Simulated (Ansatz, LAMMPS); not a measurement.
## Relaxing a frame of liquid mixture of 1,4-dioxane and H2O from 300 K (141 atoms)

How does a frame of liquid mixture of 1,4-dioxane and H2O from 300 K (141 atoms) relax, and what do bonds, charges and levels look like afterwards?

Main program and level: Ansatz 0.2.0; Kohn-Sham DFT, PBE+D4, PAW (set soft_2), plane waves.

Report form: the programs' logs are mostly left out.

## 1. The starting structure

The cell holds 141 atoms: 24 C, 31 O and 86 H. Cell: a = 11.242 Å, b = 11.242 Å, c = 11.242 Å, α = 90.0°, β = 90.0°, γ = 90.0°. 6 1,4-dioxane, 19 H2O placed at random, at 1.02 g/cm³; overlaps pushed apart, then 10 ps at 450 K with MMFF94 bonds, angles, torsions, charges and radii (Halgren, J. Comput. Chem. 17, 490 (1996)) in harmonic and 12-6 forms; SPC/E water (Berendsen, Grigera and Straatsma, J. Phys. Chem. 91, 6269 (1987)). Snapshot after 20 ps at 300 K and fixed volume.

Limits known from the start: The network of contacts between molecules at the start is that of the classical potential that made the cell. The density was typed from a rule of thumb and may lie off the real one at this temperature. Only the Γ point is sampled, in a cell whose shortest periodic width is 11 Å.

## 2. How the cell was made

A classical potential supplies the starting structure, since it reaches far longer times than DFT.

This step: classical MD, MMFF94 bonds, angles, torsions, charges and radii (Halgren, J. Comput. Chem. 17, 490 (1996)) in harmonic and 12-6 forms; SPC/E water (Berendsen, Grigera and Straatsma, J. Phys. Chem. 91, 6269 (1987)) (LAMMPS 22 Jul 2025 - Update 4).

Input file in.lmp:

```
# liquid mixture of 1,4-dioxane and H2O
units real
atom_style full
boundary p p p
bond_style harmonic
angle_style harmonic
dihedral_style opls
improper_style harmonic
special_bonds lj 0 0 0.5 coul 0 0 0.75
read_data data.lmp
neigh_modify delay 0 every 1 check yes one 4000
comm_modify cutoff 12.0
timestep 0.5
thermo_style custom step time temp pe press density
thermo_modify norm yes
# push overlapping molecules apart
pair_style soft 2.6
pair_coeff * * 0.0
variable a equal ramp(1,60)
fix ad all adapt 1 pair soft a * * v_a
velocity all create 450 63042 mom yes dist gaussian
fix lim all nve/limit 0.03
fix lan all langevin 450 450 50 63043 zero yes
thermo 1000
run 3000 post no
unfix ad
pair_style lj/cut/coul/long 9.0
pair_modify mix arithmetic tail yes
pair_coeff 1 1 0.0678 3.3680   # C
pair_coeff 2 2 0.0763 3.0430   # O
pair_coeff 3 3 0.0216 2.5400   # H
pair_coeff 4 4 0.1553 3.1660   # O
pair_coeff 5 5 0.0000 1.0000   # H
kspace_style pppm 1.0e-4
# [... 18 lines left out ...]
compute msd all msd com yes
thermo 5000
fix md all nvt temp 300 300 100
run 20000 post no
print "== T300: mean square displacement over the hold $(c_msd[4]:%.2f) A^2"
unfix md
uncompute msd
write_dump all custom T300.dump id type xs ys zs modify sort id
```

Launch:

```sh
$ lmp -in in.lmp -log none -nocite
```

Run time: 27 s. Hardware: 1 thread of AMD EPYC 7R43, shared host; peak memory 0.12 GiB.

The input also reads data.lmp (atoms, bonds and types; not printed here).

## 3. Single point at the start

The forces at the start show how far the geometry lies from a minimum of this functional.

Input file input.yaml:

```yaml
crystal:
  lattice:
    - [11.24156, 0.0, 0.0]
    - [0.0, 11.24156, 0.0]
    - [0.0, 0.0, 11.24156]
  atoms:
    - { symbol: C, position: [0.80593, 0.77445, 0.77145] }
    - { symbol: C, position: [0.8664, 0.67685, 0.69848] }
    - { symbol: O, position: [0.9881, 0.7027, 0.67981] }
    - { symbol: C, position: [0.00907, 0.82979, 0.6734] }
    - { symbol: C, position: [0.89824, 0.89352, 0.62538] }
    - { symbol: O, position: [0.80451, 0.88374, 0.70965] }
    - { symbol: H, position: [0.8571, 0.78947, 0.85626] }
    - { symbol: H, position: [0.70983, 0.75899, 0.80276] }
    - { symbol: H, position: [0.82107, 0.65566, 0.61875] }
    - { symbol: H, position: [0.86078, 0.60028, 0.75981] }
    - { symbol: H, position: [0.0861, 0.83656, 0.61746] }
    - { symbol: H, position: [0.03687, 0.86001, 0.76622] }
    - { symbol: H, position: [0.90853, 0.98714, 0.60342] }
    - { symbol: H, position: [0.86337, 0.85724, 0.54719] }
    - { symbol: C, position: [0.54371, 0.09034, 0.93436] }
    - { symbol: C, position: [0.67521, 0.06058, 0.93771] }
    - { symbol: O, position: [0.71161, 0.00878, 0.04581] }
    - { symbol: C, position: [0.639, 0.04202, 0.15024] }
    - { symbol: C, position: [0.59316, 0.16538, 0.12378] }
    - { symbol: O, position: [0.50426, 0.1614, 0.03435] }
    - { symbol: H, position: [0.49611, 0.00462, 0.93449] }
    - { symbol: H, position: [0.51301, 0.14034, 0.85472] }
    - { symbol: H, position: [0.72346, 0.14688, 0.93079] }
    - { symbol: H, position: [0.70422, 0.00161, 0.86304] }
    - { symbol: H, position: [0.69214, 0.03738, 0.22266] }
    - { symbol: H, position: [0.56862, 0.97972, 0.15121] }
    - { symbol: H, position: [0.54456, 0.19133, 0.20102] }
    - { symbol: H, position: [0.65999, 0.23441, 0.09987] }
    - { symbol: C, position: [0.25292, 0.40533, 0.21608] }
    - { symbol: C, position: [0.31086, 0.31326, 0.2951] }
    - { symbol: O, position: [0.40288, 0.36087, 0.37123] }
    - { symbol: C, position: [0.44959, 0.4731, 0.33271] }
    [... 103 atom lines left out ...]
    - { symbol: O, position: [0.98838, 0.02094, 0.27205] }
    - { symbol: H, position: [0.91963, 0.96524, 0.26292] }
    - { symbol: H, position: [0.0643, 0.97701, 0.25726] }
    - { symbol: O, position: [0.29085, 0.5564, 0.92476] }
    - { symbol: H, position: [0.31163, 0.52111, 0.00373] }
    - { symbol: H, position: [0.33112, 0.51034, 0.86018] }
kpoints:
  mp_grid: { grid: [1, 1, 1] }
hamiltonian:
  xc: pbe
  dispersion: d4
scf:
  occupations: { method: fixed }
output:
  forces: true
  stress: true
  populations: true
  dos:
    method: { smearing: { sigma: 0.1 } }
    de: 0.1
    projected: { site_lists: { C: [C], H: [H], O: [O] } }
  eigenvalues: true
```

Launch:

```sh
$ ansatz run input.yaml --threads 4 --pin off --max-ram 8192MiB --backend cpu --events-out ev --progress --plain --runs-dir out
```

Wall time 15 s (4 threads of AMD EPYC 7R43, shared host); peak memory 1.7 GiB; 58 s of CPU time.

Numbers from this run:

```
free energy                                      : -24983.2528 eV
free energy per atom                             : -177.1862 eV/atom
SCF cycles                                       : 9
pressure                                         : -0.0703 GPa
r.m.s. force component                           : 0.7143 eV/Å
longest force                                    : 4.887 eV/Å
Fermi energy                                     : -1.119 eV
gap (highest filled to lowest empty level) : 4.203 eV
spilling of the projection                       : 0.01264
```

The r.m.s. force component of 0.71 eV/Å and the pressure of -0.070 GPa set the starting point.

Length of the force by element:

| element | coordination | atoms | mean length of the force (eV/Å) | spread | least | most |
| --- | --- | --- | --- | --- | --- | --- |
| C | all | 24 | 1.61 | 0.982 | 0.357 | 4.89 |
| H | all | 86 | 0.951 | 0.606 | 0.191 | 4.06 |
| O | all | 31 | 0.700 | 0.427 | 0.0942 | 1.77 |

## 4. Relaxation

The atoms are relaxed in the fixed cell, aiming at the force tolerance of the input.

input.yaml, the sections that differ from step 3:

```yaml
output:
  forces: true
relax:
  f_tol: 0.05
  max_steps: 200
# crystal, kpoints, hamiltonian, scf: as in step 3
```

Elapsed: 3.2 min, on 4 threads; peak memory 1.5 GiB.

Relaxation path (22 of 25):

| step | energy less that of the first step (eV) | largest force component (eV/Å) |
| --- | --- | --- |
| 1 | 0.0000 | 4.6701 |
| 2 | -3.9941 | 1.7108 |
| 3 | -4.9602 | 2.2006 |
| 4 | -5.4784 | 0.8504 |
| 6 | -5.8018 | 0.1975 |
| 7 | -5.8443 | 0.4455 |
| 8 | -5.8901 | 0.5336 |
| 9 | -5.9212 | 0.6045 |
| 10 | -5.9523 | 0.5367 |
| 11 | -5.9734 | 0.4239 |
| 12 | -5.9959 | 0.2531 |
| 14 | -6.0239 | 0.0395 |
| 15 | -6.0359 | 0.0949 |
| 16 | -6.0421 | 0.0977 |
| 17 | -6.0467 | 0.3078 |
| 18 | -6.0531 | 0.3904 |
| 19 | -6.0658 | 0.0481 |
| 20 | -6.0658 | 0.0483 |
| 22 | -6.0737 | 0.1865 |
| 23 | -6.0800 | 0.1011 |
| 24 | -6.0854 | 0.0419 |
| 25 | -6.0854 | 0.0422 |

The atoms that moved most (Å):

| atom | dx | dy | dz | length |
| --- | --- | --- | --- | --- |
| H134 | -0.190 | 1.341 | 0.244 | 1.377 |
| H78 | -0.017 | 1.036 | 0.504 | 1.152 |
| O76 | 0.316 | 1.014 | 0.363 | 1.123 |
| H83 | 0.527 | 0.619 | 0.590 | 1.005 |
| H77 | 0.530 | 0.689 | 0.435 | 0.972 |
| H69 | -0.601 | -0.106 | 0.751 | 0.968 |
| H141 | 0.782 | -0.039 | 0.528 | 0.944 |
| C71 | 0.232 | 0.752 | 0.492 | 0.928 |

The relaxation changed the energy by -43.2 meV/atom, and atoms moved by 0.59 Å r.m.s., 1.4 Å at most.

## 5. Distances and neighbours after relaxation

Bonds before and after, by the cutoffs listed below:

| pair | bonds before | bonds after | mean before (Å) | mean after (Å) | spread before (Å) | spread after (Å) |
| --- | --- | --- | --- | --- | --- | --- |
| H-O | 38 | 38 | 1.000 | 0.989 | 0.000 | 0.007 |
| H-C | 48 | 48 | 1.096 | 1.100 | 0.031 | 0.002 |
| O-C | 24 | 24 | 1.439 | 1.446 | 0.020 | 0.006 |
| C-C | 12 | 12 | 1.515 | 1.513 | 0.020 | 0.003 |

Density 1.02 g/cm³, 10.08 Å³ an atom.

g(r), total and by pair (bins of 0.2 Å):

| r (Å) | total | H-H | H-O | H-C | O-O | O-C | C-C |
| --- | --- | --- | --- | --- | --- | --- | --- |
| 0.90 | 2.15 | 0.00 | 8.05 | 0.00 | 0.00 | 0.00 | 0.00 |
| 1.10 | 2.38 | 0.00 | 0.40 | 10.91 | 0.00 | 0.00 | 0.00 |
| 1.30 | 0.00 | 0.00 | 0.00 | 0.00 | 0.00 | 0.00 | 0.00 |
| 1.50 | 1.39 | 1.17 | 0.00 | 0.00 | 0.00 | 8.85 | 10.15 |
| 1.70 | 0.71 | 1.17 | 1.04 | 0.00 | 0.00 | 0.00 | 0.00 |
| 1.90 | 0.36 | 0.00 | 1.35 | 0.00 | 0.00 | 0.00 | 0.00 |
| 2.10 | 1.25 | 0.07 | 2.37 | 2.81 | 0.00 | 0.00 | 0.00 |
| 2.30 | 0.38 | 0.97 | 0.07 | 0.00 | 0.00 | 0.00 | 0.00 |
| 2.50 | 1.19 | 2.02 | 0.21 | 0.13 | 0.00 | 3.06 | 4.30 |
| 2.70 | 1.07 | 0.90 | 0.98 | 1.22 | 2.81 | 0.00 | 2.78 |
| 2.90 | 0.80 | 0.71 | 0.58 | 0.94 | 3.61 | 0.00 | 0.24 |
| 3.10 | 0.78 | 0.89 | 1.24 | 0.57 | 0.00 | 0.00 | 0.00 |
| 3.30 | 1.14 | 1.00 | 1.80 | 1.25 | 0.00 | 0.34 | 0.00 |
| 3.50 | 0.94 | 1.02 | 0.90 | 0.78 | 0.00 | 2.10 | 0.00 |
| 3.70 | 1.07 | 1.25 | 0.88 | 1.26 | 0.17 | 1.39 | 0.00 |
| 3.90 | 1.01 | 1.19 | 0.73 | 1.27 | 0.23 | 1.14 | 0.52 |
| 4.10 | 0.99 | 1.02 | 0.96 | 1.02 | 1.33 | 0.76 | 0.82 |
| 4.30 | 0.93 | 0.88 | 0.89 | 0.99 | 1.41 | 0.86 | 0.85 |
| 4.50 | 0.95 | 0.90 | 1.14 | 0.75 | 1.23 | 1.01 | 0.86 |
| 4.70 | 0.98 | 0.97 | 0.94 | 1.00 | 1.71 | 0.75 | 0.88 |
| 4.90 | 0.97 | 1.02 | 0.69 | 1.00 | 1.28 | 1.33 | 1.22 |
| 5.10 | 1.00 | 0.96 | 1.01 | 1.04 | 1.08 | 1.05 | 0.90 |
| 5.30 | 1.05 | 0.96 | 1.17 | 0.91 | 1.54 | 1.19 | 0.91 |
| 5.50 | 1.02 | 0.97 | 1.17 | 0.93 | 0.82 | 1.11 | 1.04 |

Bonds by pair of elements; cutoffs follow the first minimum of g(r), held within bounds set by covalent radii, and pairs that aren't listed don't count as bonded:

| pair A-B | cutoff (Å) | bonds | mean length (Å) | spread (Å) | shortest (Å) | B about A | A about B |
| --- | --- | --- | --- | --- | --- | --- | --- |
| H-O | 1.21 | 38 | 0.989 | 0.007 | 0.969 | 0.442 | 1.23 |
| H-C | 1.34 | 48 | 1.1 | 0.002 | 1.09 | 0.558 | 2 |
| O-C | 1.73 | 24 | 1.45 | 0.006 | 1.43 | 0.774 | 1 |
| C-C | 1.85 | 12 | 1.51 | 0.003 | 1.51 | 1 | 1 |

How many atoms have how many bonded neighbours:

| element | mean | 1 | 2 | 4 |
| --- | --- | --- | --- | --- |
| C | 4 | 0 | 0 | 24 |
| H | 1 | 86 | 0 | 0 |
| O | 2 | 0 | 31 | 0 |

Bond angles, per cent of each kind in bins of 5°:

| angle (°) | C-C-H | H-C-O | H-C-H | C-C-O | H-O-H |
| --- | --- | --- | --- | --- | --- |
| 100–105 | 0.0 | 0.0 | 0.0 | 0.0 | 42.1 |
| 105–110 | 35.4 | 91.7 | 100.0 | 0.0 | 57.9 |
| 110–115 | 64.6 | 8.3 | 0.0 | 100.0 | 0.0 |

Bond angles (no mean is given where the spread exceeds 20°):

| angle | count | mean (°) | spread (°) |
| --- | --- | --- | --- |
| C-C-H | 48 | 110 | 0.7 |
| H-C-O | 48 | 108 | 1.3 |
| H-C-H | 24 | 108 | 0.5 |
| C-C-O | 24 | 111 | 0.5 |
| H-O-H | 19 | 105 | 1.4 |

Hydrogen bonds between water molecules (O–O under 3.5 Å, H–O···O angle under 30°):

| hydrogen bonds to other water | molecules |
| --- | --- |
| 0 | 0 |
| 1 | 1 |
| 2 | 9 |
| 3 | 7 |
| 4 | 2 |

Rings of the network by King's shortest-path rule, up to 12 atoms, one path for each pair of neighbours; H, halogens, alkali and alkaline-earth atoms are left out, and the last column divides by all other atoms, bonded or not:

| ring size (atoms) | rings | per network atom |
| --- | --- | --- |
| 6 | 6 | 0.109 |

Counting bonds as in the table, all C atoms have 4, all H atoms have 1 and all O atoms have 2 bonded neighbours. The C-C-H angle averages 110° with a spread of 0.7°. The 19 water molecules hold 2.53 hydrogen bonds each to other water on average, with a mean O–O distance of 2.79 Å. All rings counted have 6 atoms.

## 6. Single point at the relaxed geometry

One more single point at the end of the walk gives the fuller output and checks the residual forces.

Input file input.yaml:

```yaml
crystal:
  lattice:
    - [11.24156, 0.0, 0.0]
    - [0.0, 11.24156, 0.0]
    - [0.0, 0.0, 11.24156]
  atoms:
    - { symbol: C, position: [0.81628, 0.7606, 0.77205] }
    - { symbol: C, position: [0.86509, 0.65287, 0.70825] }
    - { symbol: O, position: [0.99162, 0.66577, 0.68489] }
    - { symbol: C, position: [0.02579, 0.78859, 0.66176] }
    - { symbol: C, position: [0.92213, 0.86054, 0.61526] }
    - { symbol: O, position: [0.82695, 0.86727, 0.70139] }
    - { symbol: H, position: [0.86249, 0.77379, 0.85768] }
    - { symbol: H, position: [0.72108, 0.74689, 0.78983] }
    - { symbol: H, position: [0.81704, 0.63951, 0.62413] }
    - { symbol: H, position: [0.85393, 0.57345, 0.76402] }
    - { symbol: H, position: [0.0976, 0.78683, 0.5956] }
    - { symbol: H, position: [0.0608, 0.82818, 0.74422] }
    - { symbol: H, position: [0.95157, 0.95207, 0.59823] }
    - { symbol: H, position: [0.88838, 0.82265, 0.53131] }
    - { symbol: C, position: [0.51166, 0.09219, 0.95392] }
    - { symbol: C, position: [0.6369, 0.04665, 0.93436] }
    - { symbol: O, position: [0.68661, 0.99883, 0.04283] }
    - { symbol: C, position: [0.63855, 0.05517, 0.14806] }
    - { symbol: C, position: [0.60307, 0.18298, 0.12468] }
    - { symbol: O, position: [0.51026, 0.19113, 0.03613] }
    - { symbol: H, position: [0.45361, 0.02061, 0.98729] }
    - { symbol: H, position: [0.47412, 0.12471, 0.86976] }
    - { symbol: H, position: [0.69462, 0.11876, 0.90096] }
    - { symbol: H, position: [0.63686, 0.97555, 0.86752] }
    - { symbol: H, position: [0.70831, 0.05216, 0.2165] }
    - { symbol: H, position: [0.56134, 0.00413, 0.18029] }
    - { symbol: H, position: [0.56799, 0.22229, 0.20706] }
    - { symbol: H, position: [0.68037, 0.2362, 0.09578] }
    - { symbol: C, position: [0.2549, 0.45358, 0.21252] }
    - { symbol: C, position: [0.30485, 0.33567, 0.25355] }
    - { symbol: O, position: [0.38998, 0.3525, 0.34829] }
    - { symbol: C, position: [0.4701, 0.45176, 0.3269] }
    [... 103 atom lines left out ...]
    - { symbol: O, position: [0.97544, 0.98325, 0.26723] }
    - { symbol: H, position: [0.92241, 0.92257, 0.23271] }
    - { symbol: H, position: [0.04059, 0.93908, 0.30593] }
    - { symbol: O, position: [0.33995, 0.56632, 0.93274] }
    - { symbol: H, position: [0.33903, 0.55512, 0.02069] }
    - { symbol: H, position: [0.40068, 0.50684, 0.90716] }
kpoints:
  mp_grid: { grid: [1, 1, 1] }
hamiltonian:
  xc: pbe
  dispersion: d4
scf:
  occupations: { method: fixed }
output:
  forces: true
  stress: true
  populations: intrinsic
  dos:
    method: { smearing: { sigma: 0.1 } }
    de: 0.1
    projected: { site_lists: { C: [C], H: [H], O: [O] } }
  eigenvalues: true
  write_density: true
  write_potential: true
  volumetric_format: npy
```

Run time: 17 s. Hardware: 4 threads; peak memory 1.7 GiB; 63 s of CPU time.

The program notes that the exchange-correlation potential is rough where the density is thin.

The run gave:

| Quantity | Value |
| --- | --- |
| free energy | -24989.3382 eV |
| free energy per atom | -177.2293 eV/atom |
| SCF cycles | 9 |
| pressure | -0.4484 GPa |
| r.m.s. force component | 0.00779 eV/Å |
| longest force | 0.04512 eV/Å |
| Fermi energy | -1.424 eV |
| gap (highest filled to lowest empty level) | 4.624 eV |

Intrinsic-atomic-orbital charges by element:

| element | coordination | atoms | mean charge (e) | spread | least | most |
| --- | --- | --- | --- | --- | --- | --- |
| C | all | 24 | -0.144 | 0.0041 | -0.151 | -0.137 |
| H | all | 86 | 0.269 | 0.0975 | 0.151 | 0.393 |
| O | all | 31 | -0.636 | 0.195 | -0.820 | -0.379 |

(Part 1 of 2 ends here.)

[Logs are printed without paths, hosts, clocks, repeated set-up lines and the standing remarks that a program may print on its own settings, such as how far it seeks lower states.]

[Hosts, paths, dates, database ids (printed as entryN), source tags and the programs' standing remarks are cut or masked in the printed files.]

[The MMFF94 radii named for the starting cell were scaled by 0.96; in molecules described by MMFF94, hydrogen bound to N, O or S took a small fixed 12-6 site in their place.]
